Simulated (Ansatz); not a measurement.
# TiO2 (Rutile): the G0W0 gap against the k mesh

How dense a mesh does GW need for TiO2 (Rutile), and how does the time grow?

Main program and level: Ansatz 0.2.0; G0W0 on PBE, plane waves, PAW; PAW set soft_1.

## Step 1: Starting point

The structure is tetragonal, space group P4_2/mnm (No. 136). Conventional cell: a = 4.592 Å, b = 4.592 Å, c = 2.957 Å, α = 90.00°, β = 90.00°, γ = 90.00°. Ti has 6 O at 1.95 to 1.98 Å nearest. Nearest to O lie 3 Ti at 1.95 to 1.98 Å. Farther neighbours and most contacts between anions are not listed.

The cell and positions come from the Crystallography Open Database and are kept as given unless a step says otherwise.

## Step 2: The 2×2×4 mesh

G0W0 replaces the xc potential by the self-energy, built once from these orbitals. Only a window of levels is corrected, while the sums run over the empty bands that the input names. This step takes PAW set soft_1 files.

File input.yaml:

```yaml
crystal:
  lattice:
    - [4.5922, 0.0, 0.0]
    - [0.0, 4.5922, 0.0]
    - [0.0, 0.0, 2.9574]
  atoms:
    - { symbol: Ti, position: [0.0, 0.0, 0.0] }
    - { symbol: Ti, position: [0.5, 0.5, 0.5] }
    - { symbol: O, position: [0.30496, 0.30496, 0.0] }
    - { symbol: O, position: [0.19504, 0.80496, 0.5] }
    - { symbol: O, position: [0.69504, 0.69504, 0.0] }
    - { symbol: O, position: [0.80496, 0.19504, 0.5] }
kpoints:
  mp_grid: { grid: [2, 2, 4] }
hamiltonian:
  xc: pbe
  pseudopotentials: { kind: paw, azcp: { folder: soft_1 } }
scf:
  occupations: { method: fixed }
gw:
  n_empty_bands: 141
  ecut_chi: 100
  qp_bands: [v2, c2]
  qp_kpoints: band_edges
  screening: { model: contour_deformation }
```

Run with:

```console
ansatz run input.yaml --threads 2 --pin off --max-ram 73728MiB --backend cuda --events-out ev --progress --plain --runs-dir out --devices 1 --max-vram 13GiB
```

Numbers of over 12 decimals in the logs are rounded to 6 here.

Output:

```text
GPUs: using 1 of 1 available (devices: 1).
Engine: ansatz 0.2.0, x86_64-unknown-linux-gnu
Pseudopotentials: kind: paw
Pseudopotential: Ti, paw, valence charge 12, recommended cutoff 420 eV (normal), soft_1/Ti.paw.azcp
Pseudopotential: O, paw, valence charge 6, recommended cutoff 420 eV (normal), soft_1/O.paw.azcp
Functional definition: PBE
  parameter kappa = 0.804
  parameter beta = 0.066725
  exchange = pbe_x(kappa = kappa, mu = beta*pi^2/3)
  correlation = pbe_c(beta = beta)
device memory: the entry about to start is reckoned to put 0.6 GiB on a device that reports 32.9 GiB free (of which the cap on the GPU budget leaves the run 13.0 GiB)
GPU FFT provider: cuFFT
GPU libraries: cuBLAS 13.8.2, cuFFT 12.4.0, cuSOLVER 12.3.4
Crystal: 6 atoms, lattice volume = 62.367 Å³
Basis set: ecut = 420 eV, 1217 PW (Γ)
Bands: 30, of which v1, the nominal top of the filled ones, is band 24 counted from 1 (23 counted from 0)
Symmetry: 16 space group operations
Space group: P42/mnm (ITA 136), of the structure as read, at distance tolerance 4.0e-5 Å
k-points: 9 of 16
Non-local potential: Ti, projectors of the file, l = 0: 3, l = 1: 2, l = 2: 3, l = 3: 1
Non-local potential: O, projectors of the file, l = 0: 2, l = 1: 2, l = 2: 1
PAW form: soft (Blöchl's): semilocal exchange-correlation on the pseudo side does not see the compensation charge
PAW one-centre angular grid: Ti, 590 points (default); XC on 64 Gauss nodes
PAW one-centre angular grid: O, 110 points (default); XC on 64 Gauss nodes
Initial density: superposition of atomic densities (chi_scale 0.1, normalization cell, long waves kept (reshape's long-wave potential 0.00 eV rms))
Initial wavefunctions: pseudopotential atomic-orbital guess
GPU buffer pool allocated for 20480 grid points (all kernels)
GPU transforms: local potential and band sums: pruned to the plane-wave sphere, on 32×32×20
Functional: x = pbe(κ = 0.804, μ = 0.219515), c = pbe(β = 0.066725)
SCF iter   1: F=—  HF=-7277.476803 eV  |F-HF|=—  |Δ(HF+E_count)|=         —  Δρ=6.70e-2  dr2=2.72e0  ethr=3.10e-3  ⟨swp⟩=4.0  Hψ=843  notcnv=0  defer=26
preconditioner: auto → Resta (q_TF=auto, 2.612 Å⁻¹)  ε∞=8.5  [insulator: Δε(μ)=2.158 eV  Ē_g=9.703 eV  n_scr=18 (ndim 8)  ℏωp=26.6 eV  f_vac=0.000  ε∞_Penn≈8.5]
SCF iter   2: F=—  HF=-7277.266476 eV  |F-HF|=—  |Δ(HF+E_count)|=   2.10e-1  Δρ=3.88e-2  dr2=7.38e-1  ethr=3.10e-3  ⟨swp⟩=2.0  Hψ=478  notcnv=0  defer=18
SCF iter   3: F=—  HF=-7277.228535 eV  |F-HF|=—  |Δ(HF+E_count)|=   3.79e-2  Δρ=2.27e-2  dr2=3.30e-1  ethr=1.54e-3  ⟨swp⟩=2.0  Hψ=431  notcnv=0  defer=20
SCF iter   4: F=—  HF=-7277.219733 eV  |F-HF|=—  |Δ(HF+E_count)|=   8.80e-3  Δρ=4.83e-3  dr2=1.39e-2  ethr=6.88e-4  ⟨swp⟩=2.8  Hψ=516  notcnv=0  defer=15
SCF iter   5: F=—  HF=-7277.227148 eV  |F-HF|=—  |Δ(HF+E_count)|=   7.41e-3  Δρ=1.72e-3  dr2=2.07e-3  ethr=2.90e-5  ⟨swp⟩=2.0  Hψ=369  notcnv=0  defer=36
SCF iter   6: F=—  HF=-7277.228464 eV  |F-HF|=—  |Δ(HF+E_count)|=   1.32e-3  Δρ=3.25e-4  dr2=4.97e-5  ethr=4.31e-6  ⟨swp⟩=2.0  Hψ=390  notcnv=0  defer=36
SCF iter   7: F=—  HF=-7277.228523 eV  |F-HF|=—  |Δ(HF+E_count)|=   5.97e-5  Δρ=6.39e-5  dr2=2.47e-6  ethr=1.03e-7  ⟨swp⟩=2.0  Hψ=403  notcnv=0  defer=9
SCF iter   8: F=—  HF=-7277.228526 eV  |F-HF|=—  |Δ(HF+E_count)|=   2.29e-6  Δρ=1.66e-5  dr2=1.48e-7  ethr=5.15e-9  ⟨swp⟩=2.4  Hψ=450  notcnv=0  defer=9
SCF iter   9: F=-7277.228526 eV  HF=-7277.228526 eV  |F-HF|=1.64e-10  |Δ(HF+E_count)|=   4.82e-8  Δρ=2.43e-6  dr2=2.89e-9  ethr=2.08e-10  ⟨swp⟩=6.9  Hψ=770  notcnv=0
SCF 1 converged in 9 iterations: F = -7277.228526 eV  dr2 = 2.89e-9
[...]
device memory: the entry about to start is reckoned to put 0.7 GiB on a device that reports 32.9 GiB free (of which the cap on the GPU budget leaves the run 13.0 GiB)
NSCF: frozen V_eff on 9 k-points, pencils in batches of 32, up to order 120
[...]
device memory: the entry about to start is reckoned to put 1.8 GiB on a device that reports 33.3 GiB free (of which the cap on the GPU budget leaves the run 13.0 GiB)
NSCF: frozen V_eff on 9 k-points
G₀W₀ screening: q 1/9
[... further progress lines ...]
SCF converged after 9 iterations
Free energy (F): -7277.228526 eV
Harris-Foulkes:  -7277.228526 eV  (|F-HF|=1.64e-10)
Internal energy: -7277.228526 eV  (E = F + TS)
E sigma→0 (E₀):  -7277.228526 eV
Fermi energy:    9.083498 eV
--- Per-component energies (eV) ---
  E_band       = -393.922348
  E_kinetic    = 1232.920009
  E_local      = -3192.342414  (includes V_loc(G=0)·N_el)
  E_nonlocal   = 323.043247
  E_hartree    = 1207.124330
  E_xc         = -520.811488
  E_vxc        = -659.169948  (∫ρ·V_xc dr)
  E_paw        = -2730.070316  (= ΣΔE_a)
  E_vpaw       = -512.623754  (= ΣTr[D̂ρ^β])
  E_aug_tail   = 0.002931  (compensation charges beyond the density's cutoff)
  E_ewald      = -3597.094824
  E_smearing   = -0.000000  (= −TS)
  E_closure    = -0.000000  (closes the sum)
  Σ components = -7277.228526   (vs F -7277.228526, Δ=0.00e0)
--- Band table (eV; the first three rows and the last of 9) ---
  k-point 0: bands = [... 20 lower, 8.3952, 8.6544, 8.6544, 9.0835, 10.9510, 11.2646, 11.4816, 11.5708, ... 2 higher]
  k-point 1: bands = [... 20 lower, 7.3086, 7.6121, 7.6121, 8.6219, 11.3005, 11.6324, 11.9106, 12.2157, ... 2 higher]
  k-point 2: bands = [... 20 lower, 6.7224, 6.7224, 7.6609, 7.6609, 12.0422, 12.0422, 12.2366, 12.2366, ... 2 higher]
  k-point 8: bands = [... 20 lower, 7.8066, 7.8066, 8.4166, 8.4166, 11.6680, 11.6680, 12.2817, 12.2817, ... 2 higher]
--- G₀W₀: contour deformation, 6 samples at zero and on the imaginary axis and 1 off it, 16 q-points, 141 empty bands' worth ---
  eigenvalues of the whole cell's RPA ε∞ on this k-mesh (on a slab, of 1 + 4πα/V) = 8.4519, 8.4519, 9.4952; static W/v taken at q = 0 is 0.114902
  bands read: the sum over 165 bands ends inside a degenerate multiplet in 7 slots, whose members it reads at an even weight; the widest, k=2: bands 165 to 166 (counted from 1) at 1/2 each
  gw.qp_kpoints: band_edges: 7 of 9 stored k-points solved, in 1 pass; an edge of the gap read off the rows below is read off those points alone
    valence top: of the k-points left out ik 4 came nearest to being solved in a further pass, in band 24 (counted from 1, as in the quasiparticle table): it holds the edge there only if its correction is more favourable than any solved in that band by at least 0.844 eV; those differ by 0.144 eV
    conduction bottom: of the k-points left out ik 4 came nearest to being solved in a further pass, in band 26 (counted from 1, as in the quasiparticle table): it holds the edge there only if its correction is more favourable than any solved in that band by at least 0.635 eV; those differ by 0.139 eV
    ik  band        ε_KS         Σx   Σc(E_QP)       V_xc       Z   E_QP_lin       E_QP  E_QP is
     0    23      8.6544   -26.3587     4.7754   -21.5697  0.7143     8.6409     8.6409  root
     0    24      9.0835   -26.1376     4.8219   -21.3271  0.7044     9.0949     9.0949  root
     0    25     10.9510   -13.2638    -7.0814   -21.7136  0.7157    12.3726    12.3194  root
     0    26     11.2646   -13.2571    -6.8026   -21.3276  0.7159    12.5784    12.5325  root
     1    23      7.6121   -25.4098     4.3698   -21.0288  0.7099     7.6009     7.6009  root
     1    24      8.6219   -25.5632     4.9882   -20.5127  0.7007     8.5595     8.5596  root
     1    25     11.3005   -13.3326    -7.2592   -21.8984  0.7041    12.6600    12.6070  root
     1    26     11.6324   -13.8516    -7.2496   -22.4945  0.7075    13.0878    13.0256  root
     2    23      7.6609   -25.8320     5.1253   -20.5737  0.6970     7.5274     7.5279  root
     2    24      7.6609   -25.8320     5.1253   -20.5737  0.6970     7.5274     7.5279  root
     2    25     12.0422   -14.5509    -7.0056   -22.8348  0.6871    13.3766    13.3206  root
     2    26     12.0422   -14.5509    -7.0056   -22.8348  0.6871    13.3766    13.3206  root
     3    23      8.3430   -25.6103     5.0241   -20.5064  0.6981     8.2631     8.2633  root
     3    24      8.3430   -25.6103     5.0241   -20.5064  0.6981     8.2631     8.2633  root
[...]
6    26     10.9948   -13.4321    -6.9378   -21.7254  0.7172    12.4017    12.3503  root
     8    23      8.4166   -26.3292     4.9316   -21.3372  0.7094     8.3561     8.3563  root
     8    24      8.4166   -26.3292     4.9316   -21.3372  0.7094     8.3561     8.3563  root
     8    25     11.6680   -13.8183    -6.9023   -21.9750  0.6991    12.9714    12.9225  root
     8    26     11.6680   -13.8183    -6.9023   -21.9750  0.6991    12.9714    12.9225  root
```

The job ended after 9.1 s (1 × NVIDIA H100 80GB HBM3 (shared by 6 runs) with 2 threads of AMD EPYC 7R13 (Zen 3), shared host; peak memory 1.1 GiB).

Reading the cycles: dr2 is the Hartree energy of the density residual (eV), the measure of convergence; HF is the Harris–Foulkes estimate of the energy, which meets the free energy F at convergence.

Numbers from this step:

```
bands summed                                 : 165
RPA ε∞ on this mesh (eigenvalues)            : 8.452, 8.452, 9.495
plane waves in the screening matrix          : 145
q-points in the mesh                         : 16
G0W0 gap on the mesh                         : 3.159 eV
k of the valence top                         : 0, 0, 0
k of the conduction bottom                   : 0, -0.5, -0.5
starting gap on the mesh                     : 1.867 eV
Z at the valence top                         : 0.7044
Z at the conduction bottom                   : 0.7148
least direct G0W0 gap on the computed points : 3.224 eV
```

The gap on the mesh goes from 1.87 eV to 3.16 eV, a correction of +1.29 eV, though a band edge has moved to another state.

## Step 3: The 4×4×4 mesh

A second mesh at equal bands and cutoff isolates the sampling error.

Edit input.yaml of step 2 so:

```diff
@@ -13,3 +13,3 @@
 kpoints:
-  mp_grid: { grid: [2, 2, 4] }
+  mp_grid: { grid: [4, 4, 4] }
 hamiltonian:
```

Output:

```text
GPUs: using 1 of 1 available (devices: 1).
[...]
GPU FFT provider: cuFFT
GPU libraries: cuBLAS 13.8.2, cuFFT 12.4.0, cuSOLVER 12.3.4
Crystal: 6 atoms, lattice volume = 62.367 Å³
Basis set: ecut = 420 eV, 1217 PW (Γ)
Bands: 30, of which v1, the nominal top of the filled ones, is band 24 counted from 1 (23 counted from 0)
[... 1 set-up line as in the run before ...]
[...]
k-points: 18 of 64
[...]
GPU buffer pool allocated for 20480 grid points (all kernels)
[...]
SCF iter   1: F=—  HF=-7277.513915 eV  |F-HF|=—  |Δ(HF+E_count)|=         —  Δρ=6.60e-2  dr2=2.64e0  ethr=3.10e-3  ⟨swp⟩=4.1  Hψ=1721  notcnv=0  defer=50
[...]
SCF iter   9: F=-7277.279843 eV  HF=-7277.279843 eV  |F-HF|=4.91e-11  |Δ(HF+E_count)|=   5.19e-8  Δρ=2.51e-6  dr2=3.14e-9  ethr=2.08e-10  ⟨swp⟩=6.9  Hψ=1529  notcnv=0
SCF 1 converged in 9 iterations: F = -7277.279843 eV  dr2 = 3.14e-9
[...]
0    23      8.6410   -26.2010     4.6086   -21.5703  0.7200     8.6189     8.6189  root
     0    24      9.0712   -26.1163     4.7754   -21.3290  0.7086     9.0592     9.0593  root
     0    25     10.9662   -13.3537    -6.9632   -21.7083  0.7191    12.4081    12.3575  root
     0    26     11.2760   -13.3679    -6.6575   -21.3217  0.7202    12.6160    12.5723  root
     1    23      7.6037   -25.2849     4.2369   -21.0250  0.7150     7.5807     7.5807  root
     1    24      8.6092   -25.5036     4.9060   -20.5165  0.7043     8.5281     8.5283  root
     1    25     11.3173   -13.4437    -7.1232   -21.8917  0.7075    12.6923    12.6421  root
     1    26     11.6462   -13.9505    -7.1147   -22.4896  0.7116    13.1285    13.0706  root
[...]
17    23      8.4049   -26.2457     4.8296   -21.3387  0.7137     8.3274     8.3276  root
    17    24      8.4049   -26.2457     4.8296   -21.3387  0.7137     8.3274     8.3276  root
    17    25     11.6817   -13.8504    -6.8446   -21.9685  0.7015    13.0039    12.9552  root
    17    26     11.6817   -13.8504    -6.8446   -21.9685  0.7015    13.0039    12.9552  root
[key lines of the parts left out:]
SCF converged after 9 iterations
Free energy (F): -7277.279843 eV
Fermi energy:    9.071151 eV
```

Run time: 11 s. Hardware: 1 × NVIDIA H100 80GB HBM3 (shared by 6 runs) with 2 threads; peak memory 1.1 GiB; 12 s of CPU time.

Numbers from this step:

* bands summed: 165
* RPA ε∞ on this mesh (eigenvalues): 7.307, 7.307, 9.117
* plane waves in the screening matrix: 145
* q-points in the mesh: 64
* G0W0 gap on the mesh: 3.233 eV
* k of the valence top: 0, 0, 0
* k of the conduction bottom: 0, -0.5, -0.5
* starting gap on the mesh: 1.895 eV
* Z at the valence top: 0.7086
* Z at the conduction bottom: 0.7190
* least direct G0W0 gap on the computed points: 3.298 eV

Against the run with 2×2×4 mesh, 141 empty bands, screening to 100 eV, PAW set soft_1 files, the gap moves by +0.07 eV, while the start moved by +0.03 eV.

## Step 4: The 4×4×6 mesh

Edit input.yaml of step 3 so:

```diff
@@ -13,3 +13,3 @@
 kpoints:
-  mp_grid: { grid: [4, 4, 4] }
+  mp_grid: { grid: [4, 4, 6] }
 hamiltonian:
```

Output:

```text
GPUs: using 1 of 1 available (devices: 1).
[...]
GPU FFT provider: cuFFT
GPU libraries: cuBLAS 13.8.2, cuFFT 12.4.0, cuSOLVER 12.3.4
Crystal: 6 atoms, lattice volume = 62.367 Å³
Basis set: ecut = 420 eV, 1217 PW (Γ)
Bands: 30, of which v1, the nominal top of the filled ones, is band 24 counted from 1 (23 counted from 0)
[... 1 set-up line as in the run before ...]
[...]
k-points: 24 of 96
[...]
1    26     11.4932   -13.8290    -6.8408   -22.0439  0.7159    12.9181    12.8674  root
[...]
23    23      8.4014   -26.2404     4.8227   -21.3388  0.7140     8.3223     8.3225  root
    23    24      8.4014   -26.2404     4.8227   -21.3388  0.7140     8.3223     8.3225  root
    23    25     11.6845   -13.8581    -6.8313   -21.9669  0.7020    13.0103    12.9621  root
    23    26     11.6845   -13.8581    -6.8313   -21.9669  0.7020    13.0103    12.9621  root
[key lines of the parts left out:]
SCF converged after 9 iterations
Free energy (F): -7277.292937 eV
Fermi energy:    9.067874 eV
```

It took 19 s on 1 × NVIDIA H100 80GB HBM3 (shared by 6 runs) with 2 threads; peak memory 1.2 GiB; 22 s of CPU time.

Numbers from this step:

| Item | Value |
| --- | --- |
| bands summed | 165 |
| RPA ε∞ on this mesh (eigenvalues) | 7.230, 7.230, 8.655 |
| plane waves in the screening matrix | 145 |
| G0W0 gap on the mesh | 3.246 eV |
| k of the valence top | 0, 0, 0 |
| k of the conduction bottom | 0, -0.5, -0.5 |
| starting gap on the mesh | 1.902 eV |
| least direct G0W0 gap on the computed points | 3.308 eV |

Against the run with 4×4×4 mesh, 141 empty bands, screening to 100 eV, PAW set soft_1 files, the gap moves by +0.013 eV.

## Step 5: The 4×4×8 mesh

Edit input.yaml of step 4 so:

```diff
@@ -13,3 +13,3 @@
 kpoints:
-  mp_grid: { grid: [4, 4, 6] }
+  mp_grid: { grid: [4, 4, 8] }
 hamiltonian:
```

Output:

```text
GPUs: using 1 of 1 available (devices: 1).
[...]
GPU FFT provider: cuFFT
GPU libraries: cuBLAS 13.8.2, cuFFT 12.4.0, cuSOLVER 12.3.4
Crystal: 6 atoms, lattice volume = 62.367 Å³
Basis set: ecut = 420 eV, 1217 PW (Γ)
Bands: 30, of which v1, the nominal top of the filled ones, is band 24 counted from 1 (23 counted from 0)
[... 1 set-up line as in the run before ...]
[...]
k-points: 30 of 128
[...]
1    26     11.4022   -13.3852    -7.2183   -21.9524  0.7061    12.8024    12.7511  root
[...]
29    23      8.4011   -26.2354     4.8176   -21.3388  0.7141     8.3220     8.3222  root
    29    24      8.4011   -26.2354     4.8176   -21.3388  0.7141     8.3220     8.3222  root
    29    25     11.6848   -13.8640    -6.8244   -21.9668  0.7022    13.0112    12.9632  root
    29    26     11.6848   -13.8640    -6.8244   -21.9668  0.7022    13.0112    12.9632  root
[key lines of the parts left out:]
SCF converged after 9 iterations
Free energy (F): -7277.293326 eV
Fermi energy:    9.067642 eV
```

Wall time 23 s (1 × NVIDIA H100 80GB HBM3 (shared by 6 runs) with 2 threads); peak memory 1.2 GiB; 30 s of CPU time.

Numbers from this step:

```
bands summed                                 : 165
RPA ε∞ on this mesh (eigenvalues)            : 7.218, 7.218, 8.576
plane waves in the screening matrix          : 145
G0W0 gap on the mesh                         : 3.248 eV
k of the valence top                         : 0, 0, 0
k of the conduction bottom                   : 0, -0.5, -0.5
starting gap on the mesh                     : 1.902 eV
least direct G0W0 gap on the computed points : 3.308 eV
```

Against the run with 4×4×6 mesh, 141 empty bands, screening to 100 eV, PAW set soft_1 files, the gap moves by +0.002 eV.

## Step 6: The 6×6×8 mesh

Edit input.yaml of step 5 so:

```diff
@@ -13,3 +13,3 @@
 kpoints:
-  mp_grid: { grid: [4, 4, 8] }
+  mp_grid: { grid: [6, 6, 8] }
 hamiltonian:
```

Output:

```text
GPUs: using 1 of 1 available (devices: 1).
[...]
GPU FFT provider: cuFFT
GPU libraries: cuBLAS 13.8.2, cuFFT 12.4.0, cuSOLVER 12.3.4
Crystal: 6 atoms, lattice volume = 62.367 Å³
Basis set: ecut = 420 eV, 1217 PW (Γ)
Bands: 30, of which v1, the nominal top of the filled ones, is band 24 counted from 1 (23 counted from 0)
[... 1 set-up line as in the run before ...]
[...]
k-points: 50 of 288
[...]
1    26     11.4024   -13.3982    -7.2038   -21.9523  0.7064    12.8035    12.7527  root
[...]
49    23      8.4010   -26.2270     4.8088   -21.3389  0.7144     8.3216     8.3217  root
    49    24      8.4010   -26.2270     4.8088   -21.3389  0.7144     8.3216     8.3217  root
    49    25     11.6849   -13.8675    -6.8195   -21.9667  0.7023    13.0123    12.9646  root
    49    26     11.6849   -13.8675    -6.8195   -21.9667  0.7023    13.0123    12.9646  root
[key lines of the parts left out:]
SCF converged after 9 iterations
Free energy (F): -7277.293593 eV
Fermi energy:    9.067537 eV
```

The job ended after 61 s (1 × NVIDIA H100 80GB HBM3 (shared by 6 runs) with 2 threads; peak memory 1.5 GiB).

This step gave:

```yaml
bands_summed: 165
rpa_eps_infinity_on_this_mesh_eigenvalues: 7.167, 7.167, 8.575
plane_waves_in_the_screening_matrix: 145
g0w0_gap_on_the_mesh: 3.250 eV
k_of_the_valence_top: 0, 0, 0
k_of_the_conduction_bottom: 0, -0.5, -0.5
starting_gap_on_the_mesh: 1.902 eV
least_direct_g0w0_gap_on_the_computed_points: 3.311 eV
```

Against the run with 4×4×8 mesh, 141 empty bands, screening to 100 eV, PAW set soft_1 files, the gap moves by +0.002 eV.

## Step 7: The meshes together

Times are wall times on 1 × NVIDIA H100 80GB HBM3 (shared by 6 runs) with 2 threads of AMD EPYC 7R13 (Zen 3), shared host, good to a factor of about two.

| mesh | points | irreducible | start (eV) | G0W0 (eV) | shift (eV) | RPA ε∞ (mean) | time |
| --- | --- | --- | --- | --- | --- | --- | --- |
| 2×2×4 | 16 | 9 | 1.867 | 3.159 | +1.292 | 8.80 | 9.1 s |
| 4×4×4 | 64 | 18 | 1.895 | 3.233 | +1.338 | 7.91 | 11 s |
| 4×4×6 | 96 | 24 | 1.902 | 3.246 | +1.345 | 7.71 | 19 s |
| 4×4×8 | 128 | 30 | 1.902 | 3.248 | +1.346 | 7.67 | 23 s |
| 6×6×8 | 288 | 50 | 1.902 | 3.250 | +1.348 | 7.64 | 61 s |

## Step 8: What came out

```json
{"2×2×4": "3.159 eV (shift +1.292)", "4×4×4": "3.233 eV (shift +1.338)", "4×4×6": "3.246 eV (shift +1.345)", "4×4×8": "3.248 eV (shift +1.346)", "6×6×8": "3.250 eV (shift +1.348)", "settings": "PBE start, 141 empty bands, 100 eV"}
```

The shift is +1.29 eV on 2×2×4 and +1.35 eV on 6×6×8; the last step moves it by +0.002 eV. The RPA ε∞ (mean) ranges from 7.64 to 8.80 and ends at 7.64; the coarsest mesh overstates it. On 6×6×8 the states that bound the G0W0 gap lie 1.938 eV apart in the start, so part of the shift is a change of edge. From 16 to 288 points the time grows 6.7-fold. Bands and cutoff are modest here, so the values stand off the basis limit.

[Paths, hosts, dates, memory and timing lines, banners, echoed tables and standing remarks are left out of the program output.]

[Logs are printed without paths, hosts, clocks, repeated set-up lines and the standing remarks that a program may print on its own settings, such as how far it seeks lower states.]

[Runs of the session that timed out or met a known fault of the program may be left out.]

[Cells called generated may have been cut or substituted from an entry of the Crystallography Open Database or the Materials Project.]

[Hosts, paths, dates, database ids (printed as entryN), source tags and the programs' standing remarks are cut or masked in the printed files.]
